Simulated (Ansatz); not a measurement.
# Relaxing VOF3 (P2_1/c) (120 atoms), part 2 of 3

Wanted: the relaxed structure of VOF3 (P2_1/c) (120 atoms) and its electronic structure.

Ansatz 0.2.0; Kohn-Sham DFT, PBEsol, PAW (set soft_2), plane waves.

The cell: 24 V, 24 O and 72 F. The Brillouin zone is sampled at Γ only, in a cell whose shortest periodic width is 9 Å.

So far. Step 3 (Relaxation): The relaxation changed the energy by -15.3 meV/atom, and atoms moved by 0.072 Å r.m.s., 0.13 Å at most.

### Step 4. Distances and neighbours after relaxation

Bonds before and after, by the cutoffs listed below:

| pair | bonds before | bonds after | mean before (Å) | mean after (Å) | spread before (Å) | spread after (Å) |
| --- | --- | --- | --- | --- | --- | --- |
| F-V | 120 | 120 | 1.936 | 1.957 | 0.202 | 0.240 |
| O-V | 24 | 24 | 1.555 | 1.553 | 0.024 | 0.000 |

Density 3.16 g/cm³, 13.02 Å³ an atom.

g(r), total and by pair (bins of 0.2 Å):

| r (Å) | total | F-F | F-O | F-V | O-O | O-V | V-V |
| --- | --- | --- | --- | --- | --- | --- | --- |
| 1.50 | 0.83 | 0.00 | 0.00 | 0.00 | 0.00 | 10.45 | 0.00 |
| 1.70 | 1.35 | 0.00 | 0.00 | 5.65 | 0.00 | 0.00 | 0.00 |
| 1.90 | 1.09 | 0.00 | 0.00 | 4.54 | 0.00 | 0.00 | 0.00 |
| 2.10 | 0.00 | 0.00 | 0.00 | 0.00 | 0.00 | 0.00 | 0.00 |
| 2.30 | 0.38 | 0.53 | 0.00 | 0.77 | 0.00 | 0.00 | 0.00 |
| 2.50 | 1.12 | 1.74 | 1.30 | 0.73 | 0.00 | 0.00 | 0.00 |
| 2.70 | 2.29 | 3.95 | 3.62 | 0.00 | 0.00 | 0.00 | 0.00 |
| 2.90 | 1.08 | 0.05 | 3.94 | 0.00 | 2.92 | 0.00 | 0.00 |
| 3.10 | 1.20 | 1.79 | 1.85 | 0.00 | 0.00 | 0.00 | 2.65 |
| 3.30 | 0.93 | 1.08 | 0.83 | 1.42 | 0.00 | 0.00 | 0.00 |
| 3.50 | 0.52 | 0.90 | 0.00 | 0.83 | 0.00 | 0.00 | 0.00 |
| 3.70 | 0.37 | 0.21 | 0.00 | 0.64 | 0.00 | 1.82 | 0.00 |
| 3.90 | 1.16 | 0.00 | 1.14 | 1.73 | 1.70 | 3.37 | 3.37 |
| 4.10 | 0.86 | 0.86 | 0.52 | 0.50 | 1.49 | 3.01 | 0.00 |
| 4.30 | 0.80 | 0.16 | 0.45 | 1.93 | 0.00 | 1.41 | 1.35 |
| 4.50 | 0.82 | 0.42 | 0.85 | 1.08 | 0.00 | 2.62 | 0.00 |
| 4.70 | 1.25 | 1.57 | 1.93 | 0.54 | 2.31 | 0.00 | 0.00 |
| 4.90 | 1.13 | 1.79 | 0.37 | 0.73 | 3.31 | 0.00 | 2.10 |
| 5.10 | 2.12 | 2.43 | 2.01 | 1.67 | 1.97 | 1.00 | 5.05 |
| 5.30 | 0.61 | 0.93 | 0.60 | 0.26 | 0.00 | 0.92 | 0.00 |
| 5.50 | 1.20 | 1.23 | 1.69 | 0.34 | 3.42 | 0.88 | 1.67 |
| 5.70 | 0.82 | 0.62 | 0.65 | 1.28 | 0.00 | 0.81 | 1.58 |
| 5.90 | 0.99 | 1.07 | 0.87 | 1.53 | 0.00 | 0.00 | 0.72 |
| 6.10 | 0.76 | 0.61 | 0.65 | 1.17 | 0.00 | 1.30 | 0.00 |
| 6.30 | 0.59 | 0.43 | 0.49 | 0.65 | 1.31 | 1.36 | 0.00 |
| 6.50 | 0.66 | 0.41 | 0.61 | 1.20 | 0.00 | 0.62 | 0.60 |
| 6.70 | 1.03 | 0.93 | 0.95 | 1.75 | 1.18 | 0.00 | 0.00 |
| 6.90 | 1.19 | 1.36 | 1.28 | 1.44 | 0.00 | 0.56 | 0.00 |

Bonds by pair of elements; cutoffs follow the first minimum of g(r), held within bounds set by covalent radii, and pairs that aren't listed don't count as bonded:

```
pair A-B  cutoff (Å)  bonds  mean length (Å)  spread (Å)  shortest (Å)  B about A  A about B
     F-V        2.46    120             1.96        0.24          1.72       1.67          5
     O-V        2.56     24             1.55           0          1.55          1          1
```

How many atoms have how many bonded neighbours:

| element | mean | 1 | 2 | 6 |
| --- | --- | --- | --- | --- |
| F | 1.67 | 24 | 48 | 0 |
| O | 1 | 24 | 0 | 0 |
| V | 6 | 0 | 0 | 24 |

Bond angles, per cent of each kind in bins of 5°:

| angle (°) | F-V-F | F-V-O | V-F-V |
| --- | --- | --- | --- |
| 70–75 | 10.0 | 0.0 | 0.0 |
| 75–80 | 40.0 | 0.0 | 0.0 |
| 80–85 | 0.0 | 0.0 | 0.0 |
| 85–90 | 10.0 | 0.0 | 0.0 |
| 90–95 | 10.0 | 0.0 | 0.0 |
| 95–100 | 0.0 | 20.0 | 0.0 |
| 100–105 | 10.0 | 60.0 | 0.0 |
| 105–110 | 0.0 | 0.0 | 50.0 |
| 110–115 | 0.0 | 0.0 | 0.0 |
| 115–120 | 0.0 | 0.0 | 0.0 |
| 120–125 | 0.0 | 0.0 | 0.0 |
| 125–130 | 0.0 | 0.0 | 0.0 |
| 130–135 | 0.0 | 0.0 | 0.0 |
| 135–140 | 0.0 | 0.0 | 50.0 |
| 140–145 | 0.0 | 0.0 | 0.0 |
| 145–150 | 0.0 | 0.0 | 0.0 |
| 150–155 | 20.0 | 0.0 | 0.0 |
| 155–160 | 0.0 | 0.0 | 0.0 |
| 160–165 | 0.0 | 0.0 | 0.0 |
| 165–170 | 0.0 | 0.0 | 0.0 |
| 170–175 | 0.0 | 0.0 | 0.0 |
| 175–180 | 0.0 | 20.0 | 0.0 |

Bond angles (no mean is given where the spread exceeds 20°):

```
angle  count  mean (°)  spread (°)
F-V-F    240         -           -
F-V-O    120         -           -
V-F-V     48       123        15.9
```

Bond length by coordination (bonds to H left out):

```
element  coordination  atoms  mean bond length (Å)
      F             1     24                  1.72
      F             2     48                  2.02
```

By these cutoffs 67 % of F atoms have 2, all O atoms have 1 and all V atoms have 6 bonded neighbours. Bonds at F atoms with 1 neighbour average 1.72 Å, against 2.02 Å at those with 2.

### Step 5. Single point at the relaxed geometry

One more single point at the end of the walk gives the fuller output and checks the residual forces.

Contents of input.yaml:

```yaml
crystal:
  lattice:
    - [11.138, 0.0, 0.0]
    - [0.0, 15.021, 0.0]
    - [-0.21518, 0.0, 9.33852]
  atoms:
    - { symbol: V, position: [0.33545, 0.30547, 0.37712] }
    - { symbol: V, position: [0.16489, 0.13882, 0.12279] }
    - { symbol: V, position: [0.16446, 0.02818, 0.6227] }
    - { symbol: V, position: [0.33619, 0.19471, 0.87698] }
    - { symbol: O, position: [0.39926, 0.22189, 0.44038] }
    - { symbol: O, position: [0.10151, 0.05526, 0.05882] }
    - { symbol: O, position: [0.10086, 0.11162, 0.55861] }
    - { symbol: O, position: [0.39996, 0.27813, 0.94088] }
    - { symbol: F, position: [0.32569, 0.04534, 0.54529] }
    - { symbol: F, position: [0.17501, 0.21202, 0.95464] }
    - { symbol: F, position: [0.17444, 0.28809, 0.45493] }
    - { symbol: F, position: [0.32615, 0.12174, 0.0452] }
    - { symbol: F, position: [0.45205, 0.03665, 0.31722] }
    - { symbol: F, position: [0.04847, 0.203, 0.18252] }
    - { symbol: F, position: [0.04841, 0.29647, 0.68315] }
    - { symbol: F, position: [0.45225, 0.13022, 0.81706] }
    - { symbol: F, position: [0.27337, 0.26568, 0.21274] }
    - { symbol: F, position: [0.22675, 0.09875, 0.28708] }
    - { symbol: F, position: [0.22626, 0.06834, 0.78697] }
    - { symbol: F, position: [0.27427, 0.23484, 0.71276] }
    - { symbol: V, position: [0.33614, 0.63875, 0.37701] }
    - { symbol: V, position: [0.16441, 0.47246, 0.12349] }
    - { symbol: V, position: [0.16437, 0.36108, 0.62337] }
    - { symbol: V, position: [0.33571, 0.52777, 0.87732] }
    - { symbol: O, position: [0.39979, 0.55519, 0.44057] }
    - { symbol: O, position: [0.1003, 0.38911, 0.05985] }
    - { symbol: O, position: [0.10041, 0.44441, 0.55946] }
    - { symbol: O, position: [0.39946, 0.61128, 0.94091] }
    - { symbol: F, position: [0.32554, 0.37839, 0.54563] }
    - { symbol: F, position: [0.17459, 0.54531, 0.95488] }
    - { symbol: F, position: [0.17493, 0.62138, 0.45457] }
    - { symbol: F, position: [0.32541, 0.45478, 0.04572] }
    - { symbol: F, position: [0.45153, 0.36997, 0.31738] }
    - { symbol: F, position: [0.04849, 0.5372, 0.18316] }
    - { symbol: F, position: [0.04847, 0.63013, 0.6825] }
    - { symbol: F, position: [0.45195, 0.46323, 0.818] }
    - { symbol: F, position: [0.27421, 0.59887, 0.21262] }
    - { symbol: F, position: [0.22617, 0.4324, 0.28783] }
    - { symbol: F, position: [0.22615, 0.40126, 0.7876] }
    - { symbol: F, position: [0.27395, 0.56762, 0.71285] }
    - { symbol: V, position: [0.33586, 0.97224, 0.37699] }
    - { symbol: V, position: [0.1647, 0.80546, 0.12317] }
    - { symbol: V, position: [0.16476, 0.69449, 0.62284] }
    - { symbol: V, position: [0.33574, 0.86148, 0.87713] }
    - { symbol: O, position: [0.39951, 0.88879, 0.44094] }
    - { symbol: O, position: [0.10084, 0.72202, 0.05948] }
    - { symbol: O, position: [0.10126, 0.77797, 0.55881] }
    - { symbol: O, position: [0.3992, 0.94501, 0.94109] }
    - { symbol: F, position: [0.32608, 0.71155, 0.54558] }
    - { symbol: F, position: [0.17449, 0.87844, 0.95465] }
    - { symbol: F, position: [0.17465, 0.95502, 0.4546] }
    - { symbol: F, position: [0.32574, 0.78827, 0.04527] }
    - { symbol: F, position: [0.45241, 0.70321, 0.3176] }
    - { symbol: F, position: [0.04873, 0.86997, 0.18323] }
    - { symbol: F, position: [0.04822, 0.96378, 0.68243] }
    - { symbol: F, position: [0.4521, 0.79719, 0.81754] }
    - { symbol: F, position: [0.27409, 0.93208, 0.21274] }
    - { symbol: F, position: [0.2269, 0.76535, 0.28728] }
    - { symbol: F, position: [0.22646, 0.73456, 0.78717] }
    - { symbol: F, position: [0.27388, 0.90148, 0.71282] }
    - { symbol: V, position: [0.83553, 0.3059, 0.37706] }
    - { symbol: V, position: [0.66491, 0.13913, 0.12282] }
    - { symbol: V, position: [0.66463, 0.02846, 0.62295] }
    - { symbol: V, position: [0.83629, 0.19496, 0.87706] }
    - { symbol: O, position: [0.89923, 0.22242, 0.44084] }
    - { symbol: O, position: [0.60124, 0.05564, 0.059] }
    - { symbol: O, position: [0.60106, 0.11196, 0.55903] }
    - { symbol: O, position: [0.8998, 0.27849, 0.94093] }
    - { symbol: F, position: [0.82578, 0.04549, 0.54529] }
    - { symbol: F, position: [0.67491, 0.21216, 0.95449] }
    - { symbol: F, position: [0.67443, 0.28856, 0.4548] }
    - { symbol: F, position: [0.82609, 0.12199, 0.04538] }
    - { symbol: F, position: [0.95198, 0.03645, 0.31735] }
    - { symbol: F, position: [0.54878, 0.2035, 0.18286] }
    - { symbol: F, position: [0.54838, 0.29682, 0.68287] }
    - { symbol: F, position: [0.9526, 0.13054, 0.81761] }
    - { symbol: F, position: [0.7739, 0.26593, 0.21262] }
    - { symbol: F, position: [0.72682, 0.09908, 0.28703] }
    [... 36 atom lines left out ...]
    - { symbol: F, position: [0.54839, 0.96422, 0.68301] }
    - { symbol: F, position: [0.95186, 0.79725, 0.81774] }
    - { symbol: F, position: [0.77359, 0.93221, 0.21294] }
    - { symbol: F, position: [0.72585, 0.76547, 0.28727] }
    - { symbol: F, position: [0.7264, 0.73492, 0.78727] }
    - { symbol: F, position: [0.7739, 0.90171, 0.71306] }
kpoints:
  mp_grid: { grid: [1, 1, 1] }
hamiltonian:
  xc: pbesol
scf:
  occupations: { method: fixed }
output:
  forces: true
  stress: true
  populations: intrinsic
  dos:
    method: { smearing: { sigma: 0.15 } }
    de: 0.1
    projected: { site_lists: { F: [F], O: [O], V: [V] } }
  eigenvalues: true
  write_density: true
  write_potential: true
  volumetric_format: npy
  elf: true
```

Launch:

```console
$ ansatz run input.yaml --threads 4 --pin off --max-ram 8192MiB --backend cpu --events-out ev --progress --plain --runs-dir out
```

Numbers of over 12 decimals in the logs are rounded to 6 here.

Log:

```text
[...]
Crystal: 120 atoms, lattice volume = 1562.371 Å³
Basis set: ecut = 420 eV, 30549 PW (Γ), exchange–correlation on 150×216×128 points (8 copies of the dense FFT grid, shifted against one another)
Bands: 600, of which v1, the nominal top of the filled ones, is band 480 counted from 1 (479 counted from 0)
Symmetry: 1 space group operations
[...]
k-points: 1
[...]
SCF iter   1: F=—  HF=-140396.660858 eV  |F-HF|=—  |Δ(HF+E_count)|=         —  Δρ=2.11e-2  dr2=6.21e0  ethr=1.77e-3  ⟨swp⟩=5.0  Hψ=1838  notcnv=0  defer=102
[...]
SCF iter  14: F=-140395.672582 eV  HF=-140395.672582 eV  |F-HF|=2.00e-8  |Δ(HF+E_count)|=   3.26e-8  Δρ=1.69e-6  dr2=5.30e-8  ethr=1.04e-11  ⟨swp⟩=12.0  Hψ=3691  notcnv=0
SCF 1 converged in 14 iterations: F = -140395.672582 eV  dr2 = 5.30e-8
[...]
SCF converged after 14 iterations
Free energy (F): -140395.672582 eV
[...]
Internal energy: -140395.672582 eV  (E = F + TS)
E sigma→0 (E₀):  -140395.672582 eV
Fermi energy:    0.921475 eV
[...]
--- Forces (eV/Å), atoms counted from 1 ---
  atom   1  V     -0.00063769    -0.00617408    -0.00076650
  atom   2  V     -0.00535744    -0.00444710    -0.00324711
  atom   3  V     -0.00570990     0.01226863     0.00584838
  atom   4  V      0.00439883     0.01319906    -0.00238192
  atom   5  O      0.00014769     0.00222452     0.00762635
  atom   6  O     -0.00245674     0.00352280    -0.00155406
  atom   7  O      0.00018691    -0.00616027     0.00285466
  atom   8  O     -0.00080354    -0.00266916    -0.00132009
  atom   9  F      0.00122961    -0.00383418     0.00084371
  atom  10  F     -0.00031889    -0.00381478    -0.00172209
  atom  11  F      0.00079945     0.00339783    -0.00540058
  atom  12  F     -0.00309933    -0.00543972     0.01557598
  atom  13  F      0.00225017     0.00129290     0.00472386
  atom  14  F     -0.00428368     0.00360029    -0.00287773
[...]
atom 119  F      0.00081479     0.00949365    -0.00583193
  atom 120  F     -0.00028477     0.00861302     0.00345812
  max |Σ_I F_I| component: 2.02e-4 eV/Å
--- Stress (GPa, compression-positive) ---
        1.317816       0.002287       0.145808
        0.002287       1.604295      -0.000711
        0.145809      -0.000711       0.987660
  P = ⅓ Tr σ = 1.3033 GPa (13.033 kbar)
--- Band table (eV) ---
[...]
--- intrinsic populations: 120 sites ---
  site symbol       q [e]
     0      V     11.5124
     1      V     11.5124
     2      V     11.5123
[...]
119      F      7.4275
  spilling = 0.000000 (of n_electrons = 960.000000)
```

Elapsed: 47 s, on 4 threads of Arm Neoverse V2, shared host; peak memory 2.6 GiB; 3 min of CPU time.

The run gave:

| Quantity | Value |
| --- | --- |
| free energy | -140395.6726 eV |
| free energy per atom | -1169.9639 eV/atom |
| SCF cycles | 14 |
| pressure | 1.303 GPa |
| r.m.s. force component | 0.00526 eV/Å |
| longest force | 0.01836 eV/Å |
| Fermi energy | 0.9215 eV |
| gap (highest filled to lowest empty level) | 3.44 eV |

Intrinsic-atomic-orbital charges by element and coordination:

```
element  coordination  atoms  mean charge (e)  spread   least    most
      F           all     72           -0.409  0.0496  -0.459  -0.341
      F             1     24           -0.341  1.0e-4  -0.342  -0.341
      F             2     48           -0.443  0.0154  -0.459  -0.427
      O           all     24           -0.260  2.0e-4  -0.261  -0.260
      V           all     24             1.49  1.0e-4    1.49    1.49
```

Density of states as counts of states in windows of 1 eV (from the Fermi level), total and the larger projections:

| from (eV) | to (eV) | total | F p | V d | O p |
| --- | --- | --- | --- | --- | --- |
| -14 | -5 | 0.0 | 0.0 | 0.0 | 0.0 |
| -5 | -4 | 44.4 | 34.1 | 8.4 | 0.6 |
| -4 | -3 | 99.3 | 74.6 | 17.6 | 4.3 |
| -3 | -2 | 122.3 | 90.2 | 18.4 | 10.9 |
| -2 | -1 | 163.5 | 127.4 | 12.2 | 21.0 |
| -1 | 0 | 131.6 | 59.1 | 11.1 | 58.4 |
| 0 | 1 | 15.0 | 6.2 | 1.0 | 7.6 |
| 1 | 3 | 0.0 | 0.0 | 0.0 | 0.0 |
| 3 | 4 | 47.4 | 9.7 | 36.7 | 0.4 |
| 4 | 5 | 76.8 | 6.9 | 49.8 | 18.1 |

With fixed occupations the program's Fermi level is the highest filled level; weight inside the gap is the broadening of levels at its edges.

Between -26 and -14 eV lie 192 more states.

The stored curve holds about 768 of the 960 electrons; the rest, give or take the few that broadening carries across the Fermi level, lie in deeper levels below its range.

The levels nearest the highest filled one (over half full), pooled over k-points and spins:

| level less the highest filled one (eV) | occupation |
| --- | --- |
| -0.0548 | 2 |
| -0.0379 | 2 |
| -0.0378 | 2 |
| -0.015 | 2 |
| -7.0e-4 | 2 |
| 0 | 2 |
| 3.44 | 0 |
| 3.47 | 0 |
| 3.47 | 0 |
| 3.48 | 0 |
| 3.48 | 0 |
| 3.48 | 0 |

Valence density in the bc plane at fractional x = 0.164, with atoms of V and F within 0.2 Å of it. It is the smooth field of the valence electrons, not physical close to the nuclei.

Ten steps, logarithmic in the rise over the least value, from '0' (0 e/Å³) to '9' (14 e/Å³), each cell a mean:
```
011111268973000011112589730001111125897300
000000258863000000002588630000000025886300
000100134531000001001345310000010013453100
012220011110000122200111100001221000111000
124431000000001244310000000012443100000000
134431000000001344310000000013443100000000
343320000000113433210000001134332000000011
786421000001147864210000011478632100000114
998532100000269985321000002699853210000025
898544210001258985432000012589854421000125
565444210012345654442100123456544421001233
322233200136653222331001356532223320013565
411111000148974111110001589741111100015897
310000000147873100000001478731000000014787
200010000024542000100000245420001000002454
001222100001110012321000011100122210000111
002343100000000023432000000000234310000000
002343210000000023432100000000234321000000
001234321100000012343211000000123432110000
001257762100000012577521000000125776210000
022479984100000124799741000001237998410000
134469973100001344699731000013446997310000
134446643310001344456433200013444664331000
123322246642001233222466420012332224664200
```
Columns run along b (15.0 Å), rows up along c (9.3 Å). Atoms in or near the plane, at fractional coordinates: V at (0.14, 0.12), V at (0.03, 0.62), F at (0.21, 0.95), F at (0.29, 0.45), V at (0.47, 0.12), V at (0.36, 0.62), F at (0.55, 0.95), F at (0.62, 0.45), V at (0.81, 0.12), V at (0.69, 0.62), F at (0.88, 0.95), F at (0.96, 0.45).

(Part 2 of 3 ends here.)

[Logs are printed without paths, hosts, clocks, repeated set-up lines and the standing remarks that a program may print on its own settings, such as how far it seeks lower states.]

[Hosts, paths, dates, database ids (printed as entryN), source tags and the programs' standing remarks are cut or masked in the printed files.]
